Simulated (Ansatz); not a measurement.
# Decaying states in the gap of TeWF4, part 2 of 3

Wanted: the relaxed cell of TeWF4, its band edges and its decay constants. It is built by putting Te for O in the WOF4 structure of space group I4, with the volume rescaled by atomic radii. The parent structure comes from the Materials Project.

Ansatz 0.2.0; PBEsol DFT, plane waves, PAW files (the session's first sound run).

So far. Step 2 (Cell and atoms at rest): The largest force component on a free atom ends at 3.3e-4 eV/Å.

The structure was built from a prototype and need not be the compound's stable phase.

## (3) Band edges

The energy window and the wavevectors of the next steps follow from the band edges, so these are searched first, off the mesh as well.

Input file input.yaml:

```yaml
crystal:
  lattice:
    - [-3.4627592907, 3.4627592907, 3.2202446492]
    - [3.4627592907, -3.4627592907, 3.2202446492]
    - [3.4627592907, 3.4627592907, -3.2202446492]
  atoms:
    - { symbol: W, position: [0.9892911458, 0.9892911458, 0.0] }
    - { symbol: Te, position: [0.6116931247, 0.6116931247, 0.0] }
    - { symbol: F, position: [0.3233812175, 1.0654937613, 0.258913609] }
    - { symbol: F, position: [1.0654937613, 0.8065801523, 0.7421125438] }
    - { symbol: F, position: [0.0644676085, 0.3233812175, 0.2578874562] }
    - { symbol: F, position: [0.8065801523, 0.0644676085, 0.741086391] }
kpoints:
  mp_grid: { grid: [6, 6, 6] }
  band_path: { path: [VBM, CBM], npoints: 30 }
scf:
  occupations: { method: fixed }
hamiltonian:
  xc: pbesol
output:
  eigenvalues: true
  write_potential: true
  write_density: true
  volumetric_format: npy
  elf: true
```

On the command line:

```sh
$ ansatz run input.yaml --threads 2 --pin off --max-ram 4096MiB --backend cpu --events-out ev --progress --plain --runs-dir out
```

Numbers of over 12 decimals in the logs are rounded to 6 here.

What it wrote:

```text
[...]
Crystal: 6 atoms, lattice volume = 154.452 Å³
Basis set: ecut = 420 eV, 2991 PW (Γ)
Bands: 35, of which v1, the nominal top of the filled ones, is band 29 counted from 1 (28 counted from 0)
Symmetry: 4 space group operations
[...]
k-points: 36 of 216 (time reversal used)
[...]
SCF iter   1: F=—  HF=-20360.405246 eV  |F-HF|=—  |Δ(HF+E_count)|=         —  Δρ=1.18e-2  dr2=1.69e-1  ethr=1.77e-3  ⟨swp⟩=5.0  Hψ=4574  notcnv=0  defer=91
[...]
SCF iter   8: F=-20360.368628 eV  HF=-20360.368628 eV  |F-HF|=4.57e-8  |Δ(HF+E_count)|=   4.60e-7  Δρ=3.46e-6  dr2=2.54e-8  ethr=1.72e-10  ⟨swp⟩=10.1  Hψ=5033  notcnv=0
SCF 1 converged in 8 iterations: F = -20360.368628 eV  dr2 = 2.54e-8
[...]
NSCF: frozen V_eff on 36 k-points
[...]
SCF converged after 8 iterations
Free energy (F): -20360.368628 eV
[...]
Internal energy: -20360.368628 eV  (E = F + TS)
E sigma→0 (E₀):  -20360.368628 eV
Fermi energy:    1.328002 eV
[...]
--- Band table (eV; the first three rows and the last of 36) ---
  k-point 0: bands = [... 25 lower, -1.6914, -0.2084, 1.2871, 1.2871, 3.8423, 4.1671, 4.1671, 4.2872, ... 2 higher]
  k-point 1: bands = [... 25 lower, -1.7048, -0.2180, 1.2354, 1.2673, 3.8113, 4.1271, 4.1855, 4.2917, ... 2 higher]
  k-point 2: bands = [... 25 lower, -1.7305, -0.2400, 1.1808, 1.2268, 3.7720, 4.0440, 4.2238, 4.3024, ... 2 higher]
  k-point 35: bands = [... 25 lower, -1.7203, -0.3012, 1.1716, 1.1716, 3.7471, 4.2208, 4.2208, 4.3078, ... 2 higher]
```

Wall time 48 s (2 threads of Arm Neoverse V2, shared host); peak memory 0.46 GiB; 95 s of CPU time.

This step gave:

| Property | Result |
| --- | --- |
| free energy | -20360.3686 eV |
| Fermi energy | 1.328 eV |
| gap on the k-mesh | 2.419 eV |
| gap on path | 2.416 eV, by band count; negative where bands overlap |
| direct gap on path | 2.467 eV |
| edge places on path | 0, 1.412 1/A along the path |

Electronic bands along the path, in eV, zero at the Fermi level (highest filled level under fixed occupations); v1 is the highest filled band, c1 the lowest empty one:

```csv
point,v4,v3,v2,v1,c1,c2,c3,c4
VBM,-3.03,-1.98,0.00,0.00,2.48,2.86,2.86,4.13
halfway,-3.07,-1.89,-0.08,-0.07,2.44,2.71,2.87,3.88
CBM,-3.05,-1.63,-0.16,-0.16,2.42,2.89,2.89,2.98
```

Electrostatic potential energy in the ab plane of the cell as run, not the conventional one, at fractional z = 0.000, with atoms of W and Te within 0.2 Å of it. With pseudopotentials it is smooth inside the atoms' cores, unlike the true potential.

Ten even steps from '0' (-57 eV) to '9' (14 eV), each cell a mean:
```
0158899999887400
1478999998887410
6788999988777644
8889999876655777
8899998767985788
9999988679996788
9999987599976889
9999887589767899
9999888655678999
9998888877889999
8888888888899999
8888888889999998
7778888999999888
3357889999998875
0037889999988741
0037889999988610
```
Columns run along a (5.9 Å; values clipped at the 3rd and 97th percentile), rows up along b (5.9 Å). Atoms in or near the plane, at fractional coordinates: W at (0.99, 0.99), Te at (0.61, 0.61).

ELF in the ab plane of the cell as run, not the conventional one, at fractional z = 0.000, with atoms of W and Te within 0.2 Å of it. It is the smooth field of the valence electrons, not physical close to the nuclei.

Ten even steps from '0' (0.00) to '9' (0.75), each cell a mean:
```
5821000014663583
8310000058996578
2000000589887555
1000004887556763
1000038963125896
1000179840015896
0000499720037984
0000499742468851
0000389877898500
0000169999984000
0000026899730000
0010001344100000
1221000000000001
5752100000000012
8972000000000038
2851000000111285
```
Columns run along a (5.9 Å), rows up along b (5.9 Å). Atoms in or near the plane, at fractional coordinates: W at (0.99, 0.99), Te at (0.61, 0.61).

Valence density in the ab plane of the cell as run, not the conventional one, at fractional z = 0.000, with atoms of W and Te within 0.2 Å of it. It is the smooth field of the valence electrons, not physical close to the nuclei.

Ten steps, logarithmic in the rise over the least value, from '0' (0 e/Å³) to '9' (14 e/Å³), each cell a mean:
```
7642100000012577
6421000001123567
3110000012233455
1000000123544332
0000001247874321
0000001379985210
0000012489973210
0000012478742100
0000012344321000
0000001222110000
0000000111000000
1100000000000001
2221000000000012
5542000000000124
7752100000000146
7752100000001367
```
Columns run along a (5.9 Å), rows up along b (5.9 Å). Atoms in or near the plane, at fractional coordinates: W at (0.99, 0.99), Te at (0.61, 0.61).

The searched edges give 2.42 eV, against 2.42 eV on the mesh.

## (4) Complex bands

This step: PBEsol DFT, plane waves, PAW files; complex bands by layer matching along the plane's normal (Ansatz 0.2.0).

The same crystal is laid in a cell whose first two vectors span the (110) plane (indices of the standard conventional cell, whose axes can be ordered otherwise than in the bulk input). At fixed energy and wavevector in the plane the solver finds all kz, real and complex. A few wavevectors are listed, (0, 0), (-0.5, 0) and (0.1979, 0.3958) in units of the plane's reciprocal vectors; the slowest state needn't be among them.

Input file input.yaml:

```yaml
crystal:
  lattice:
    - [5.861004983, 0.0, 0.0]
    - [3.538633948, 5.381261208, 0.0]
    - [1.769316974, 2.690630604, 4.897081152]
  atoms:
    - { symbol: W, position: [0.0, 0.9892911458, 0.0] }
    - { symbol: Te, position: [0.0, 0.6116931247, 0.0] }
    - { symbol: F, position: [0.258913609, 0.0644676085, 0.7421125438] }
    - { symbol: F, position: [0.7421125438, 0.3233812175, 0.741086391] }
    - { symbol: F, position: [0.2578874562, 0.8065801523, 0.258913609] }
    - { symbol: F, position: [0.741086391, 0.0654937613, 0.2578874562] }
kpoints:
  mp_grid: { grid: [6, 6, 6] }
scf:
  occupations: { method: fixed }
hamiltonian:
  xc: pbesol
output:
  eigenvalues: true
  transmission:
    leads: [[0, 0]]
    kpoints: [[0.0, 0.0], [-0.5, 0.0], [0.1979, 0.3958]]
    e_range: [-1.0, 3.42]
    de: 0.07
```

What it wrote:

```text
[...]
Crystal: 6 atoms, lattice volume = 154.452 Å³
Basis set: ecut = 420 eV, 2991 PW (Γ)
Bands: 35, of which v1, the nominal top of the filled ones, is band 29 counted from 1 (28 counted from 0)
Symmetry: 4 space group operations
[...]
k-points: 36 of 216 (time reversal used)
[...]
SCF iter   1: F=—  HF=-20360.405087 eV  |F-HF|=—  |Δ(HF+E_count)|=         —  Δρ=1.18e-2  dr2=1.69e-1  ethr=1.77e-3  ⟨swp⟩=5.0  Hψ=4607  notcnv=0  defer=90
[...]
SCF iter   8: F=-20360.368572 eV  HF=-20360.368572 eV  |F-HF|=4.78e-8  |Δ(HF+E_count)|=   4.58e-7  Δρ=3.43e-6  dr2=2.51e-8  ethr=1.72e-10  ⟨swp⟩=10.1  Hψ=5008  notcnv=0
SCF 1 converged in 8 iterations: F = -20360.368572 eV  dr2 = 2.51e-8
[...]
transmission: 8 of 24 steps passed
transmission: 16 of 24 steps passed
transmission: 24 of 24 steps passed
SCF converged after 8 iterations
Free energy (F): -20360.368572 eV
[...]
Internal energy: -20360.368572 eV  (E = F + TS)
E sigma→0 (E₀):  -20360.368572 eV
Fermi energy:    1.328016 eV
[...]
--- Band table (eV; the first three rows and the last of 36) ---
  k-point 0: bands = [... 25 lower, -1.6914, -0.2084, 1.2871, 1.2871, 3.8423, 4.1671, 4.1671, 4.2872, ... 2 higher]
  k-point 1: bands = [... 25 lower, -1.7048, -0.2180, 1.2355, 1.2673, 3.8113, 4.1271, 4.1855, 4.2917, ... 2 higher]
  k-point 2: bands = [... 25 lower, -1.7305, -0.2399, 1.1808, 1.2268, 3.7720, 4.0440, 4.2238, 4.3024, ... 2 higher]
  k-point 35: bands = [... 25 lower, -1.7204, -0.3012, 1.1716, 1.1716, 3.7471, 4.2208, 4.2208, 4.3078, ... 2 higher]
--- Transmission ---
  basis      : 275 plane waves across, 8 finite elements along
  points     : 3, as listed
  energies   : 64 from -1.000000 to 3.410000 eV about the Fermi level, 0.070000 eV apart; the leads are filled to 1.209522 eV, and channels, transmission and decay are at 1.240000 eV
  crystal 0  : F4Te1W1, at the sites [0, 0], period 4.8971 Å: whole cells are its period
    offset         : up to 0.0000 Å between an atom of the period and one for which it stands
    channels       : 0.000000e0 a spin
    conductance    : none, the energies end too early or step too widely for 300 K: set another output.transmission.e_range or a lower de, or, where they end at an eighth of basis.ecutwfc, a higher one
    slowest decay  : 0.4804 /Å at (0.0000, 0.0000)
```

Run time: 99 s. Hardware: 2 threads; peak memory 0.97 GiB; 3.3 min of CPU time.

Numbers from this step:

```yaml
level_to_which_the_leads_are_filled: 1.210 eV from the Fermi level
decay_constant_at_the_filling_level_zone_centre: 0.4804 Å⁻¹
decay_constant_at_the_filling_level_slowest_listed_point: 0.4804 Å⁻¹
```

K parallel (0, 0); values up to 1.5 1/Å, a degenerate pair printed once or twice; energies at which all values exceed this have no row. The Im kz of the slowest decaying states by energy, zero at the highest filled level on the SCF mesh:

```csv
energy (eV),decay 1 (Å⁻¹),decay 2 (Å⁻¹),decay 3 (Å⁻¹),decay 4 (Å⁻¹)
-1.0000,0.474,0.705,0.893,0.910
-0.7200,0.443,0.653,0.898,0.949
-0.5100,0.403,0.588,0.899,0.971
-0.2300,0.275,0.391,0.897,0.990
-0.0200,0.116,0.204,0.367,0.894
0.2600,0.334,0.462,0.604,0.889
0.4700,0.388,0.498,0.717,0.885
0.7500,0.432,0.530,0.805,0.888
1.0300,0.462,0.553,0.861,0.866
1.2400,0.480,0.568,0.820,0.888
1.5200,0.503,0.594,0.738,0.853
1.7300,0.522,0.634,0.827,1.03
2.0100,0.558,0.561,0.790,0.951
2.2200,0.458,0.604,0.756,0.895
2.5000,0.253,0.671,0.691,0.804
2.7800,0.336,0.432,0.539,0.741
2.9900,0.246,0.298,0.344,0.467
3.2700,0.350,0.577,0.704,0.716
```

K parallel (-0.5, 0); values up to 1.5 1/Å, a degenerate pair printed once or twice; energies at which all values exceed this have no row. Table of Im kz of the slowest decaying states by energy, zero at the highest filled level on the SCF mesh:

```csv
energy (eV),decay 1 (Å⁻¹),decay 2 (Å⁻¹),decay 3 (Å⁻¹),decay 4 (Å⁻¹)
-1.00,0.468,0.803,0.811,0.889
-0.79,0.444,0.780,0.788,0.938
-0.65,0.421,0.756,0.768,0.964
-0.44,0.366,0.701,0.719,0.996
-0.30,0.297,0.628,0.659,1.02
-0.09,0.164,0.262,0.561,1.07
-0.02,0.257,0.325,0.637,1.07
0.05,0.304,0.363,0.681,1.07
0.26,0.380,0.429,0.754,1.07
0.40,0.410,0.456,0.784,1.06
0.61,0.442,0.485,0.818,1.05
0.75,0.458,0.499,0.836,1.04
0.96,0.478,0.515,0.859,1.03
1.10,0.489,0.523,0.875,1.03
1.31,0.504,0.531,0.905,0.953
1.45,0.515,0.534,0.885,0.932
1.66,0.534,0.535,0.782,0.950
1.80,0.532,0.556,0.722,0.843
2.01,0.522,0.628,0.635,0.965
2.15,0.508,0.571,0.574,0.950
2.36,0.423,0.450,0.457,0.863
2.50,0.308,0.349,0.479,0.805
2.71,0.375,0.507,0.690,0.904
2.85,0.294,0.344,0.550,0.568
3.06,0.285,0.400,0.559,0.845
3.20,0.354,0.487,0.647,0.837
3.41,0.410,0.549,0.707,0.832
```

K parallel (0.1979, 0.3958); values up to 1.5 1/Å, a degenerate pair printed once or twice; energies at which all values exceed this have no row. Im kz of the slowest decaying states against energy, zero at the highest filled level on the SCF mesh:

```csv
energy (eV),decay 1 (Å⁻¹),decay 2 (Å⁻¹),decay 3 (Å⁻¹),decay 4 (Å⁻¹)
-1.00,0.496,0.774,0.929,0.947
-0.79,0.474,0.742,0.933,0.965
-0.58,0.443,0.697,0.935,0.981
-0.37,0.393,0.623,0.916,0.952
-0.09,0.190,0.324,0.863,0.988
-0.02,0.237,0.847,0.995,0.996
0.12,0.271,0.367,0.549,0.793
0.33,0.371,0.437,0.761,0.982
0.54,0.421,0.476,0.805,0.970
0.75,0.453,0.503,0.832,0.953
0.96,0.476,0.523,0.849,0.931
1.24,0.498,0.544,0.859,0.888
1.45,0.512,0.560,0.839,0.860
1.66,0.525,0.584,0.760,0.854
1.87,0.538,0.629,0.843,1.08
2.08,0.556,0.561,0.825,1.06
2.29,0.438,0.587,0.800,1.03
2.50,0.185,0.302,0.634,0.761
2.78,0.439,0.626,0.667,0.884
2.99,0.371,0.521,0.635,0.796
3.20,0.403,0.611,0.704,0.749
3.41,0.397,0.634,0.642,0.809
```

At the listed wavevectors the last open channel is at -0.02 eV and the next at +2.43 eV on the grid. At +1.24 eV, the grid energy nearest the filling level (the middle of the gap on the SCF mesh), the slowest state at the listed wavevectors decays with κ = 0.480 Å⁻¹, its amplitude falling by e over 2.1 Å. Through 1 nm of this crystal that state's transmission falls by exp(−2 × 0.480 Å⁻¹ × 10 Å) = 6.7e-5.

## (5) Band edges at another level, cutoff 1142.88 eV

This step: PBEsol DFT, plane waves, norm-conserving files (Ansatz 0.2.0).

The edges again with norm-conserving files, at the same atoms. Against that run the cutoff is 1143 eV against 420.

Input file input.yaml:

```yaml
crystal:
  lattice:
    - [-3.4627592907, 3.4627592907, 3.2202446492]
    - [3.4627592907, -3.4627592907, 3.2202446492]
    - [3.4627592907, 3.4627592907, -3.2202446492]
  atoms:
    - { symbol: W, position: [0.9892911458, 0.9892911458, 0.0] }
    - { symbol: Te, position: [0.6116931247, 0.6116931247, 0.0] }
    - { symbol: F, position: [0.3233812175, 1.0654937613, 0.258913609] }
    - { symbol: F, position: [1.0654937613, 0.8065801523, 0.7421125438] }
    - { symbol: F, position: [0.0644676085, 0.3233812175, 0.2578874562] }
    - { symbol: F, position: [0.8065801523, 0.0644676085, 0.741086391] }
kpoints:
  mp_grid: { grid: [6, 6, 6] }
  band_path: { path: [VBM, CBM], npoints: 30 }
scf:
  occupations: { method: fixed }
hamiltonian:
  xc: pbesol
  pseudopotentials: { kind: nc }
output:
  eigenvalues: true
```

What it wrote:

```text
[...]
Crystal: 6 atoms, lattice volume = 154.452 Å³
Basis set: ecut = 1142.878222 eV, 13545 PW (Γ)
Bands: 35, of which v1, the nominal top of the filled ones, is band 29 counted from 1 (28 counted from 0)
Symmetry: 4 space group operations
[...]
k-points: 36 of 216 (time reversal used)
[...]
SCF iter   1: F=—  HF=-7596.589727 eV  |F-HF|=—  |Δ(HF+E_count)|=         —  Δρ=1.19e-1  dr2=3.59e1  ethr=3.10e-3  ⟨swp⟩=5.0  Hψ=5311  notcnv=0  defer=111
[...]
SCF iter  11: F=-7585.530732 eV  HF=-7585.530732 eV  |F-HF|=1.43e-9  |Δ(HF+E_count)|=   2.34e-7  Δρ=6.42e-6  dr2=4.88e-8  ethr=1.72e-10  ⟨swp⟩=13.6  Hψ=5831  notcnv=0
SCF 1 converged in 11 iterations: F = -7585.530732 eV  dr2 = 4.88e-8
[...]
SCF converged after 11 iterations
Free energy (F): -7585.530732 eV
[...]
Internal energy: -7585.530732 eV  (E = F + TS)
E sigma→0 (E₀):  -7585.530732 eV
Fermi energy:    1.384793 eV
[...]
--- Band table (eV; the first three rows and the last of 36) ---
  k-point 0: bands = [... 25 lower, -1.6373, -0.1367, 1.3446, 1.3446, 3.9061, 4.2243, 4.2243, 4.3408, ... 2 higher]
  k-point 1: bands = [... 25 lower, -1.6504, -0.1462, 1.2931, 1.3250, 3.8750, 4.1853, 4.2426, 4.3452, ... 2 higher]
  k-point 2: bands = [... 25 lower, -1.6761, -0.1680, 1.2382, 1.2848, 3.8357, 4.1031, 4.2807, 4.3558, ... 2 higher]
  k-point 35: bands = [... 25 lower, -1.6657, -0.2290, 1.2287, 1.2287, 3.8112, 4.2780, 4.2780, 4.3611, ... 2 higher]
```

Elapsed: 3.3 min, on 2 threads; peak memory 0.93 GiB; 6.5 min of CPU time.

Numbers from this step:

| Item | Value |
| --- | --- |
| free energy | -7585.5307 eV |
| Fermi energy | 1.385 eV |
| gap on the k-mesh | 2.426 eV |
| gap on path | 2.424 eV, by band count; negative where bands overlap |
| direct gap on path | 2.474 eV |

Electronic bands along the path, in eV, zero at the Fermi level (highest filled level under fixed occupations); v1 is the highest filled band, c1 the lowest empty one:

```csv
point,v4,v3,v2,v1,c1,c2,c3,c4
VBM,-3.03,-1.97,0.00,0.00,2.49,2.86,2.86,4.13
halfway,-3.07,-1.88,-0.08,-0.07,2.44,2.72,2.87,3.88
CBM,-3.05,-1.61,-0.16,-0.16,2.43,2.89,2.89,2.98
```

The searched edges give 2.42 eV, against 2.43 eV on the mesh.

## (6) Complex bands at another level

This step: PBEsol DFT, plane waves, norm-conserving files; complex bands by layer matching along the plane's normal (Ansatz 0.2.0).

The complex bands at that level, over its own gap, at (0, 0) and (-0.5, 0).

Input file input.yaml:

```yaml
crystal:
  lattice:
    - [5.861004983, 0.0, 0.0]
    - [3.538633948, 5.381261208, 0.0]
    - [1.769316974, 2.690630604, 4.897081152]
  atoms:
    - { symbol: W, position: [0.0, 0.9892911458, 0.0] }
    - { symbol: Te, position: [0.0, 0.6116931247, 0.0] }
    - { symbol: F, position: [0.258913609, 0.0644676085, 0.7421125438] }
    - { symbol: F, position: [0.7421125438, 0.3233812175, 0.741086391] }
    - { symbol: F, position: [0.2578874562, 0.8065801523, 0.258913609] }
    - { symbol: F, position: [0.741086391, 0.0654937613, 0.2578874562] }
kpoints:
  mp_grid: { grid: [6, 6, 6] }
scf:
  occupations: { method: fixed }
hamiltonian:
  xc: pbesol
  pseudopotentials: { kind: nc }
output:
  eigenvalues: true
  transmission:
    leads: [[0, 0]]
    kpoints: [[0.0, 0.0], [-0.5, 0.0]]
    e_range: [-1.0, 3.42]
    de: 0.07
```

What it wrote:

```text
Engine: ansatz 0.2.0, aarch64-unknown-linux-gnu
Pseudopotentials: kind: nc
Pseudopotential: W, nc, valence charge 14, recommended cutoff 1006.821291 eV (normal), W.nc.azcp (PseudoDojo's, or run here from an input of PseudoDojo's: the run reads no file of this project's for it)
Pseudopotential: Te, nc, valence charge 16, recommended cutoff 1120 eV (normal), Te.nc.azcp (PseudoDojo's, or run here from an input of PseudoDojo's: the run reads no file of this project's for it)
Pseudopotential: F, nc, valence charge 7, recommended cutoff 1142.878222 eV (normal), F.nc.azcp (PseudoDojo's, or run here from an input of PseudoDojo's: the run reads no file of this project's for it)
Functional definition: PBEsol
  exchange = pbesol_x
  correlation = pbesol_c
Error: memory limit exceeded: the `transmission` phase of `transmission` needs 4.60 GiB against the run's memory maximum of 4.00 GiB; largest carriers: transmission 4.23 GiB, unmodelled-tail allowance 0.30 GiB, source scf tables 0.06 GiB, source scf state 0.00 GiB; the layers of output.transmission grow with the square of the cell's cross-section: a lower cutoff or a narrower output.transmission.e_range takes less, and so, most of all in a narrow cell, does a wider de; where no e_range is typed, a fill by count is planned with a gap of 40 thermal energies
with nothing else changed it takes a maximum of at least 4.61 GiB, with nothing to spare, and 5.07 GiB leaves up to a tenth: --max-ram 5.07GiB where that set the maximum, else more of the term that did, and with no share typed, where 5.07 GiB is over 0.88 of the host's memory or its container's limit, a share of 0.88 or more that holds the maximum too (--max-ram-frac F), where one does; The budget is ten elevenths of [...]
`transmission` follows the SCF: where the deck gives it k-points, a mesh or a band count of its own, those are what to reduce (not on a resume, whose deck is fixed)
```

Wall time 0.28 s (2 threads); peak memory 0.2 GiB.

The input was rejected at the start.

The program's message: “Error: memory limit exceeded: the `transmission` phase of `transmission` needs 4.60 GiB against the run's memory maximum of 4.00 GiB; largest carriers: transmission 4.23 GiB, unmodelled-tail allowance …”

[end of part 2 of 3]

[Logs are printed without paths, hosts, clocks, repeated set-up lines and the standing remarks that a program may print on its own settings, such as how far it seeks lower states.]

[Hosts, paths, dates, database ids (printed as entryN), source tags and the programs' standing remarks are cut or masked in the printed files.]
